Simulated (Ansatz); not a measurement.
**VGe2P4 monolayer in a perpendicular field**

What dipole does a perpendicular field induce in the VGe2P4 monolayer? A positive field points along +c.

Program: Ansatz 0.2.0. Level of theory: plane-wave DFT, PBE-D3(BJ), Ansatz PAW. Results are calculated unless marked as measured.

## Step 1: Starting point

The cell holds 7 atoms: 4 P, 2 Ge and 1 V. Cell: a = 3.580 Å, b = 3.580 Å, c = 47.951 Å, α = 90.0°, β = 90.0°, γ = 120.0°. Vacuum lies along c.

## Step 2: Relaxation

The starting cell is a guess, so the in-plane lattice and the atoms are relaxed first, with the slab cut off from its images along the normal.

input.yaml reads:

```yaml
crystal:
  lattice:
    - [3.58, 0.0, 0.0]
    - [-1.79, 3.1003709455, 0.0]
    - [0.0, 0.0, 47.9513049691]
  atoms:
    - { symbol: P, position: [0.0, 0.0, 0.4118761734] }
    - { symbol: Ge, position: [0.3333333333, 0.6666666667, 0.4275914764] }
    - { symbol: P, position: [0.3333333333, 0.6666666667, 0.4734713539] }
    - { symbol: V, position: [0.0, 0.0, 0.5], spin: 1.0 }
    - { symbol: P, position: [0.3333333333, 0.6666666667, 0.5265286461] }
    - { symbol: Ge, position: [0.3333333333, 0.6666666667, 0.5724085236] }
    - { symbol: P, position: [0.0, 0.0, 0.5881238266] }
  periodic: [true, true, false]
magnetization:
  spin_polarized: true
kpoints:
  mp_grid: { grid: [12, 12, 1] }
hamiltonian:
  xc: pbe
  dispersion: d3bj
scf:
  occupations: { method: fermi_dirac, width: 0.05 }
  convergence: { dr2_threshold: 1.0e-09 }
relax:
  f_tol: 0.004
  max_steps: 90
  cell: {}
output:
  write_potential: true
  write_density: true
  volumetric_format: npy
```

Started as:

```bash
> ansatz run input.yaml --threads 4 --pin off --max-ram 6144MiB --backend cpu --events-out ev --progress --plain --runs-dir out
```

Numbers of over 12 decimals in the logs are rounded to 6 here.

Output:

```text
Warning: relax.cell: scf.convergence.dr2_threshold = 1e-9 eV is looser than the 2.05609826158e-10 eV advised for a relaxation that steers and ends on the stress (1e-10 eV for each atom of the cell: 7, times the square of relax.cell.stress_2d_tol = 0.05 N/m over 18.5 Å (the atoms' height at the walk's start and 5 Å past either face), 2.710e-2 GPa, over a crystal's default 0.05). What an SCF threshold leaves in a stress goes as its square root, and in the free energy as the threshold itself, and one threshold admits the most on a small cell: [figures from the program's tests cut] Set scf.convergence.dr2_threshold to 2.05609826158e-10 eV or tighter. [rest of the remark cut]
Engine: ansatz 0.2.0, x86_64-unknown-linux-gnu
Pseudopotentials: kind: paw
Pseudopotential: P, paw, valence charge 5, recommended cutoff 420 eV (normal), P.paw.azcp
Pseudopotential: Ge, paw, valence charge 14, recommended cutoff 420 eV (normal), Ge.paw.azcp
Pseudopotential: V, paw, valence charge 13, recommended cutoff 420 eV (normal), V.paw.azcp
Functional definition: PBE
  parameter kappa = 0.804
  parameter beta = 0.066725
  exchange = pbe_x(kappa = kappa, mu = beta*pi^2/3)
  correlation = pbe_c(beta = beta)
Crystal: 7 atoms, lattice volume = 532.227 Å³
Basis set: ecut = 420 eV, 10211 PW (Γ), exchange–correlation on 48×48×648 points (8 copies of the dense FFT grid, shifted against one another)
Bands: 38, of which v1, the nominal top of the filled ones, is band 31 counted from 1 (30 counted from 0)
Symmetry: 12 space group operations
Space group: P-6m2 (ITA 187), of the structure as read, at distance tolerance 8.1e-5 Å
Magnetic group: BNS 187.209 (UNI 1439), of the structure as read, at distance tolerance 8.1e-5 Å
k-points: 19 of 144 (time reversal used)
Non-local potential: P, projectors of the file, l = 0: 2, l = 1: 2, l = 2: 2
Non-local potential: Ge, projectors of the file, l = 0: 2, l = 1: 2, l = 2: 3, l = 3: 1
Non-local potential: V, projectors of the file, l = 0: 3, l = 1: 2, l = 2: 3, l = 3: 1
PAW form: soft (Blöchl's): semilocal exchange-correlation on the pseudo side does not see the compensation charge
PAW one-centre angular grid: P, 110 points (default); XC on 64 Gauss nodes
PAW one-centre angular grid: Ge, 590 points (default); XC on 64 Gauss nodes
PAW one-centre angular grid: V, 590 points (default); XC on 64 Gauss nodes
Initial density: superposition of atomic densities (neutral atoms: chi_scale 0, normalization atom)
Starting moments: Σ|m| = 1 μB on 1 of 7 sites
Initial wavefunctions: pseudopotential atomic-orbital guess
Functional: x = pbe(κ = 0.804, μ = 0.219515), c = pbe(β = 0.066725)
SCF iter   1: F=—  HF=-14528.422879 eV  |F-HF|=—  |Δ(HF+E_count)|=         —  Δρ=1.47e-2 (↑1.47e-2 ↓1.28e-2)  dr2=5.44e0  dr2_m=4.91e-2  M=0.718 μB ∫|m|=0.928 μB  β_m=0.30  ethr=3.10e-3  ⟨swp⟩=15.7  Hψ=9960  notcnv=0  defer=4
Mixer restart at iter 1: flushing history
preconditioner: auto → LDOS  [metal: Δε(μ)=0.017 eV  Ē_g=8.114 eV  σ=0.050 eV  W_gap=0.08  n_scr=28 (ndim 8)  ℏωp=9.2 eV  f_vac=0.736  D(μ)=2.40/eV (n_scr^D=12)]
spin=Collinear: LDOS preconditioning applied to the charge; magnetization (m = ρ↑ − ρ↓) channel mixes plain (no charge-response kernel on spin).
SCF iter   2: F=—  HF=-14527.312016 eV  |F-HF|=—  |Δ(HF+E_count)|=    1.11e0  Δρ=8.95e-3 (↑8.95e-3 ↓8.47e-3)  dr2=1.86e0  dr2_m=1.93e-2  M=0.762 μB ∫|m|=0.966 μB  β_m=0.49  ethr=3.10e-3  ⟨swp⟩=3.2  Hψ=2421  notcnv=1  defer=58
SCF iter   3: F=—  HF=-14527.037022 eV  |F-HF|=—  |Δ(HF+E_count)|=   2.75e-1  Δρ=2.66e-3 (↑2.35e-3 ↓2.66e-3)  dr2=1.01e-1  dr2_m=2.83e-3  M=0.803 μB ∫|m|=1.005 μB  β_m=0.58  ethr=3.04e-3  ⟨swp⟩=3.7  Hψ=2860  notcnv=0  defer=58
SCF iter   4: F=—  HF=-14527.062417 eV  |F-HF|=—  |Δ(HF+E_count)|=         —  Δρ=6.95e-4 (↑5.20e-4 ↓6.95e-4)  dr2=5.23e-3  dr2_m=3.92e-4  M=0.827 μB ∫|m|=1.021 μB  β_m=0.58  ethr=1.65e-4  ⟨swp⟩=4.4  Hψ=3577  notcnv=0  defer=45
SCF iter   5: F=—  HF=-14527.064964 eV  |F-HF|=—  |Δ(HF+E_count)|=   2.55e-3  Δρ=3.52e-4 (↑2.91e-4 ↓3.52e-4)  dr2=5.26e-4  dr2_m=3.11e-4  M=0.842 μB ∫|m|=1.039 μB  β_m=0.78  ethr=8.58e-6  ⟨swp⟩=3.2  Hψ=2938  notcnv=0  defer=45
SCF iter   6: F=—  HF=-14527.065900 eV  |F-HF|=—  |Δ(HF+E_count)|=   9.36e-4  Δρ=1.63e-4 (↑1.63e-4 ↓1.54e-4)  dr2=1.75e-4  dr2_m=1.06e-4  M=0.854 μB ∫|m|=1.053 μB  β_m=0.89  ethr=8.63e-7  ⟨swp⟩=3.1  Hψ=3080  notcnv=0  defer=45
SCF iter   7: F=—  HF=-14527.066012 eV  |F-HF|=—  |Δ(HF+E_count)|=   1.13e-4  Δρ=1.03e-4 (↑1.03e-4 ↓6.04e-5)  dr2=1.62e-4  dr2_m=2.35e-5  M=0.861 μB ∫|m|=1.063 μB  β_m=0.86  ethr=2.86e-7  ⟨swp⟩=3.2  Hψ=3196  notcnv=0  defer=45
SCF iter   8: F=—  HF=-14527.065986 eV  |F-HF|=—  |Δ(HF+E_count)|=   2.69e-5  Δρ=2.79e-5 (↑2.41e-5 ↓2.79e-5)  dr2=5.94e-6  dr2_m=2.05e-6  M=0.863 μB ∫|m|=1.066 μB  β_m=0.79  ethr=2.65e-7  ⟨swp⟩=2.6  Hψ=2763  notcnv=0  defer=45
SCF iter   9: F=—  HF=-14527.066002 eV  |F-HF|=—  |Δ(HF+E_count)|=   1.62e-5  Δρ=1.06e-5 (↑1.06e-5 ↓9.23e-6)  dr2=3.78e-7  dr2_m=3.92e-7  M=0.864 μB ∫|m|=1.067 μB  β_m=0.72  ethr=9.74e-9  ⟨swp⟩=3.3  Hψ=3491  notcnv=0  defer=45
SCF iter  10: F=—  HF=-14527.066002 eV  |F-HF|=—  |Δ(HF+E_count)|=   1.74e-8  Δρ=2.40e-6 (↑2.40e-6 ↓2.26e-6)  dr2=3.70e-8  dr2_m=2.23e-8  M=0.864 μB ∫|m|=1.068 μB  β_m=0.83  ethr=6.20e-10  ⟨swp⟩=3.1  Hψ=3301  notcnv=0  defer=45
SCF iter  11: F=—  HF=-14527.066002 eV  |F-HF|=—  |Δ(HF+E_count)|=   9.29e-8  Δρ=7.90e-7 (↑7.90e-7 ↓7.26e-7)  dr2=9.06e-9  dr2_m=1.49e-9  M=0.864 μB ∫|m|=1.068 μB  β_m=0.80  ethr=6.07e-11  ⟨swp⟩=3.4  Hψ=3362  notcnv=0  defer=45
SCF iter  12: F=—  HF=-14527.066002 eV  |F-HF|=—  |Δ(HF+E_count)|=   2.66e-8  Δρ=3.47e-7 (↑3.47e-7 ↓1.75e-7)  dr2=4.53e-10  dr2_m=2.85e-10  M=0.864 μB ∫|m|=1.068 μB  β_m=0.90  ethr=1.49e-11  ⟨swp⟩=2.8  Hψ=2912  notcnv=0  defer=45
SCF iter  13: F=-14527.066002 eV  HF=-14527.066002 eV  |F-HF|=9.39e-10  |Δ(HF+E_count)|=   7.15e-9  Δρ=1.80e-7 (↑1.80e-7 ↓1.36e-7)  dr2=5.72e-10  dr2_m=2.48e-11  M=0.864 μB ∫|m|=1.068 μB  ethr=1.00e-12  ⟨swp⟩=7.9  Hψ=10665  notcnv=0
SCF 1 converged in 13 iterations: F = -14527.066002 eV  dr2 = 5.72e-10
  greatest PAW one-centre occupation: 1.000 electrons in one spin orbital (limit 2), on the V atom at site 3 (counted from 0), in its partial waves of l = 0
relax step   1: F+E_penalty+E_count = -14527.06600193 eV  Δ(F+E_penalty+E_count) = +0.000e0 eV  max|allowed force component| = 3.157e0 eV/Å  Δτ_max = 0.0000 Å  P = +5.776 N/m  Ω = 532.227 Å³  fix = [c, alpha, beta]  reactions: c +0.000 N/m  (13 SCF iters, accepted)
Crystal: 7 atoms, lattice volume = 530.379 Å³
Initial density: handed on by an earlier stage of this run
[...]
relax step   5: F+E_penalty+E_count = -14528.46624498 eV  Δ(F+E_penalty+E_count) = -9.053e-4 eV  max|allowed force component| = 4.984e-3 eV/Å  Δτ_max = 0.0110 Å  P = -0.002 N/m  Ω = 513.107 Å³  energy of the carried Pulay correction = +1.020e-3 eV  fix = [c, alpha, beta]  reactions: c -0.000 N/m  (8 SCF iters, accepted)
[...]
relax step   6: F+E_penalty+E_count = -14528.46625875 eV  Δ(F+E_penalty+E_count) = -1.378e-5 eV  max|allowed force component| = 3.026e-4 eV/Å  Δτ_max = 0.0013 Å  P = +0.004 N/m  Ω = 513.004 Å³  energy of the carried Pulay correction = +1.026e-3 eV  fix = [c, alpha, beta]  reactions: c +0.000 N/m  (7 SCF iters, accepted)
Initial wavefunctions: pseudopotential atomic-orbital guess (no wavefunctions were taken with the density)
iter 1 solved again at ethr=9.58e-7 eV; its pass at ethr=3.10e-3 eV (dr2=5.85e-4 eV) is discarded
SCF iter   1: F=—  HF=-14528.465319 eV  |F-HF|=—  |Δ(HF+E_count)|=         —  Δρ=9.69e-6 (↑9.69e-6 ↓9.36e-6)  dr2=1.03e-6  dr2_m=9.59e-9  M=0.774 μB ∫|m|=0.953 μB  β_m=0.65  ethr=9.58e-7  ⟨swp⟩=5.1  Hψ=14717  notcnv=0
eigensolver tolerance schedule: the retry pair's looser diagonalisation over-reported the residual by 564.57 of it (diagonalisation noise at 0.21 of the residual, at the tolerance the schedule requests for it); recorded, not acted on — ethr = c·dr2/N_el stays at c = 1.0e-1
preconditioner: auto → LDOS  [metal: Δε(μ)=0.008 eV  Ē_g=7.480 eV  σ=0.050 eV  W_gap=0.04  n_scr=24 (ndim 8)  ℏωp=9.4 eV  f_vac=0.721  D(μ)=1.49/eV (n_scr^D=10)]
spin=Collinear: LDOS preconditioning applied to the charge; magnetization (m = ρ↑ − ρ↓) channel mixes plain (no charge-response kernel on spin).
SCF iter   2: F=—  HF=-14528.465429 eV  |F-HF|=—  |Δ(HF+E_count)|=   1.09e-4  Δρ=5.43e-6 (↑5.43e-6 ↓4.47e-6)  dr2=3.45e-7  dr2_m=3.66e-9  M=0.774 μB ∫|m|=0.953 μB  β_m=0.55  ethr=1.69e-9  ⟨swp⟩=4.1  Hψ=4218  notcnv=0
SCF iter   3: F=—  HF=-14528.465429 eV  |F-HF|=—  |Δ(HF+E_count)|=   1.00e-7  Δρ=1.48e-6 (↑1.32e-6 ↓1.48e-6)  dr2=3.41e-8  dr2_m=7.47e-10  M=0.774 μB ∫|m|=0.953 μB  β_m=0.58  ethr=5.66e-10  ⟨swp⟩=2.9  Hψ=2404  notcnv=0
SCF iter   4: F=—  HF=-14528.465429 eV  |F-HF|=—  |Δ(HF+E_count)|=   2.17e-7  Δρ=6.04e-7 (↑5.72e-7 ↓6.04e-7)  dr2=5.64e-9  dr2_m=3.15e-10  M=0.774 μB ∫|m|=0.953 μB  β_m=0.61  ethr=5.60e-11  ⟨swp⟩=3.3  Hψ=2824  notcnv=0
SCF iter   5: F=—  HF=-14528.465429 eV  |F-HF|=—  |Δ(HF+E_count)|=   9.36e-8  Δρ=3.13e-7 (↑3.13e-7 ↓3.00e-7)  dr2=1.44e-9  dr2_m=1.86e-10  M=0.774 μB ∫|m|=0.953 μB  β_m=0.69  ethr=9.24e-12  ⟨swp⟩=2.5  Hψ=2283  notcnv=0
SCF iter   6: F=-14528.465429 eV  HF=-14528.465429 eV  |F-HF|=4.91e-9  |Δ(HF+E_count)|=   3.33e-8  Δρ=1.35e-7 (↑1.35e-7 ↓1.09e-7)  dr2=5.68e-10  dr2_m=2.04e-11  M=0.774 μB ∫|m|=0.953 μB  ethr=1.64e-12  ⟨swp⟩=11.3  Hψ=11446  notcnv=0
SCF 7 converged in 6 iterations: F = -14528.465429 eV  dr2 = 5.68e-10
relax step   7: F+E_penalty+E_count = -14528.46542919 eV  Δ(F+E_penalty+E_count) = +8.296e-4 eV  max|allowed force component| = 4.010e-4 eV/Å  Δτ_max = 0.0000 Å  P = -0.006 N/m  Ω = 513.004 Å³  fix = [c, alpha, beta]  reactions: c -0.000 N/m  stress off target by 6.02e-3 N/m on what of the cell is left free  SCF on the basis re-selected at this cell (its energy is not comparable with the rows above)  (6 SCF iters)
basis re-selected at this cell: Δ(F+E_penalty+E_count) = +8.296e-4 eV, ΔP = -0.010 N/m vs the last step (what re-selecting the basis moved, of the pressure what is left beyond the Pulay correction that the steps carried, after the strain that the cell walked since its last selection, with what the two solves' SCF thresholds leave and, on support functions, any second-order correction that the steps lacked; it is no m [...]
WARN: The output density's exchange-correlation potential varies sharply where the density is thin. Do not read a vacuum level from v_tot or v_xc, or from such a field of the output density. On a cell that repeats whose density bears no net charge and no dipole along the vacuum's axis use v_es (v_loc + v_h of the components); under efield.dipole_correction with no amplitude use v_es + v_field, which holds any externa [...]
SCF converged after 6 iterations
Magnetization: 0.7743 μB (30.8871 up, 30.1129 down)
Absolute magnetization: 0.9540 μB (∫|ρ↑−ρ↓|, with the PAW one-centre terms)
Spin contamination: 0.0167 ħ² per cell (⟨S²⟩ above its minimum at these occupations)
Per-site moments (μB) at R_I (Å): [(0.00186195, 0.952858), (0.00578293, 0.952858), (-0.029946, 0.961766), (0.636763, 0.997273), (-0.029946, 0.961766), (0.00578293, 0.952858), (0.00186195, 0.952858)]
Free energy (F): -14528.465429 eV
Harris-Foulkes:  -14528.465429 eV  (|F-HF|=4.91e-9)
Internal energy: -14528.453079 eV  (E = F + TS)
E sigma→0 (E₀):  -14528.459254 eV
Entropy (-TS):   -0.012351 eV (-1.764 meV/atom)
Fermi energy:    -5.468033 eV
--- Per-component energies (eV) ---
  E_band       = -1341.732523
  E_kinetic    = 840.785264
  E_local      = -267484.576959  (includes V_loc(G=0)·N_el)
  E_nonlocal   = 929.553694
  E_hartree    = 132883.303359
  E_xc         = -527.553892
  E_vxc        = -537.631856  (∫ρ·V_xc dr)
  E_paw        = -7431.642415  (= ΣΔE_a)
  E_vpaw       = -856.466875  (= ΣTr[D̂ρ^β])
  E_aug_tail   = 0.000905  (compensation charges beyond the density's cutoff)
  E_ewald      = 126263.997217
  E_disp       = -2.320251  (pairwise vdW)
  E_smearing   = -0.012351  (= −TS)
  E_closure    = 0.000000  (closes the sum)
  Σ components = -14528.465429   (vs F -14528.465429, Δ=0.00e0)
--- Forces (eV/Å), atoms counted from 1 ---
  atom   1  P      0.00000000    -0.00000000    -0.00040097
  atom   2  Ge     0.00000000     0.00000000     0.00005757
  atom   3  P     -0.00000000    -0.00000000    -0.00036533
  atom   4  V     -0.00000000    -0.00000000     0.00000000
  atom   5  P     -0.00000000    -0.00000000     0.00036533
  atom   6  Ge     0.00000000     0.00000000    -0.00005757
  atom   7  P      0.00000000    -0.00000000     0.00040097
  max |Σ_I F_I| component: 4.53e-16 eV/Å
--- 2D stress c σ (N/m, compression-positive) ---
       -0.006015       0.000000       0.000000
        0.000000      -0.006015       0.000000
        0.000000       0.000000       0.000000
  P = ½ c Tr σ = -0.0060 N/m
--- Band table (eV; the first three rows and the last of 38) ---
  k-point 0 ↑: bands = [... 27 lower, -5.7772, -5.7064, -5.7064, -5.3260, -2.6368, -2.6368, -2.5367, -2.4649, ... 3 higher]
  k-point 1 ↑: bands = [... 27 lower, -5.9792, -5.9038, -5.8807, -5.3255, -2.9151, -2.8370, -2.5516, -2.5235, ... 3 higher]
  k-point 2 ↑: bands = [... 27 lower, -6.4222, -6.2410, -6.0079, -5.4721, -3.4136, -3.3059, -2.8841, -2.3725, ... 3 higher]
  k-point 18 ↓: bands = [... 27 lower, -7.7961, -6.9106, -6.2696, -4.8676, -4.1663, -3.9565, -3.4516, -3.1450, ... 3 higher]
  the weakly bound empty levels are not read free of the cell's end (no_gap_told)
--- Relaxed structure (6 steps of the walk, 6 accepted, 1 SCFs on fresh bases) ---
  F+E_penalty+E_count = -14528.46542919 eV   max|allowed force component| = 4.010e-4 eV/Å   (the final SCF, on the basis selected at the relaxed cell)
  cell:  # Å, volume = 513.0038 Å³
    - [3.514752, 0.0, 0.0]
    - [-1.757376, 3.043865, 0.0]
    - [0.0, 0.0, 47.9513049691]
  atoms:
    - { symbol: P, position: [1.0573552618554993e-17, -5.135725556199064e-17, 0.400953] }
    - { symbol: Ge, position: [0.333333, 0.666667, 0.423970] }
    - { symbol: P, position: [0.333333, 0.666667, 0.472593] }
    - { symbol: V, position: [1.0573552618554975e-17, -5.135725556199064e-17, 0.5] }
    - { symbol: P, position: [0.333333, 0.666667, 0.527407] }
    - { symbol: Ge, position: [0.333333, 0.666667, 0.576030] }
    - { symbol: P, position: [1.0573552618554993e-17, -5.135725556199064e-17, 0.599047] }
```

Run time: 1.8 min. Hardware: 4 threads of Intel Xeon Platinum 8488C (Sapphire Rapids), shared host; peak memory 1.3 GiB; 6.8 min of CPU time.

The steps of the relaxation:

```csv
step,energy less that of the first step (eV),largest force component (eV/Å),volume (Å³)
1,0.0000,3.1572,532.23
2,-0.9676,1.5346,530.38
3,-1.3163,0.4711,521.75
4,-1.3993,0.0760,513.57
5,-1.4002,0.0050,513.11
6,-1.4003,0.0003,513.00
7*,-1.3994,0.0004,513.00
```

Relaxation steps marked * repeat the geometry before them on a plane-wave basis chosen anew for their cell, so energy and pressure can jump there.

The run keeps the 12 symmetry operations that it works with, so distortions that break them were not tested.

| cell as run | before | after | change |
| --- | --- | --- | --- |
| a (Å) | 3.580 | 3.515 | -1.8 % |
| b (Å) | 3.580 | 3.515 | -1.8 % |

The atoms that moved most (Å, along periodic axes as changes of fractional coordinates times the final cell, across vacuum about the mean position):

```
atom     dx     dy      dz  length
  P1  0.000  0.000  -0.524   0.524
  P7  0.000  0.000   0.524   0.524
 Ge6  0.000  0.000   0.174   0.174
 Ge2  0.000  0.000  -0.174   0.174
  P5  0.000  0.000   0.042   0.042
  P3  0.000  0.000  -0.042   0.042
```

This step gave:

```
energy at zero smearing : -14528.4593 eV
total moment            : 0.7743 μB
site moments            : 0.001862, 0.005783, -0.02995, 0.6368, -0.02995, 0.005783, 0.001862 μB
```

Site moment by atom:

```csv
atom,site moment (μB)
P1,0.002
Ge2,0.006
P3,-0.030
V4,0.637
P5,-0.030
Ge6,0.006
P7,0.002
```

The lattice constant a goes from 3.580 to 3.515 Å.

(Continued in part 2 of 2.)

[Logs are printed without paths, hosts, clocks, repeated set-up lines and the standing remarks that a program may print on its own settings, such as how far it seeks lower states.]

[Hosts, paths, dates, database ids (printed as entryN), source tags and the programs' standing remarks are cut or masked in the printed files.]

[Maps of the electrostatic potential energy from Ansatz leave out the sawtooth potential of an applied field or a dipole correction, so their vacuum need not be flat; planar profiles and work functions include it.]
